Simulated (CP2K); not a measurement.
Consider 2-hydroxypyridine at its PBE geometry (Å).

```xyz
12

O     2.5221    0.1751   -0.2337
C     1.1694    0.0396   -0.0893
C     0.3367    1.1061   -0.4626
C    -1.0343    0.9302   -0.3080
C    -1.5260   -0.2777    0.2065
C    -0.6051   -1.2660    0.5479
N     0.7265   -1.1190    0.4041
H     2.8932   -0.6734    0.0838
H     0.7662    2.0253   -0.8553
H    -1.7197    1.7308   -0.5866
H    -2.5934   -0.4467    0.3382
H    -0.9355   -2.2244    0.9550
```

Method: CP2K XAS_TDP, all-electron GAPW, PBEh(45%), aug-cc-pVDZ, TDA, no relativity.

**Question.** Predict the bright core excitations at the N K edge.

Leading lines: N7 395.23 eV. The leading line of an atom is its first one with 35 % of the strongest within 2.5 eV of its lowest line over the strength cut. 

The first six lines of each atom with a strength over 0.0015:

| atom | energy (eV) | states | strength, one atom |
| --- | --- | --- | --- |
| N7 (bonded to 2 C) | 395.23 | 1 | 0.0458 |
|  | 399.02 | 1 | 0.0020 |
|  | 399.59 | 1 | 0.0017 |
|  | 401.48 | 1 | 0.0055 |
|  | 401.71 | 1 | 0.0029 |
|  | 401.97 | 1 | 0.0042 |

Lines are vertical, at one geometry, with no vibrational structure. Without a correction of the core level, line positions, and the gaps between valence and Rydberg lines, follow the share of exact exchange. At this level such K lines come out 3 to 6 eV under measured ones. These values hold no scalar relativity, about 0.2 eV for N 1s. Rydberg lines, and the discretised continuum above threshold, depend on the basis and the box.

[Banner, clock and machine lines of the logs are left out without a mark of their own.]

[Logs are printed without paths, hosts, clocks, repeated set-up lines and the standing remarks that a program may print on its own settings, such as how far it seeks lower states.]

[Hosts, paths, dates, database ids (printed as entryN), source tags and the programs' standing remarks are cut or masked in the printed files.]
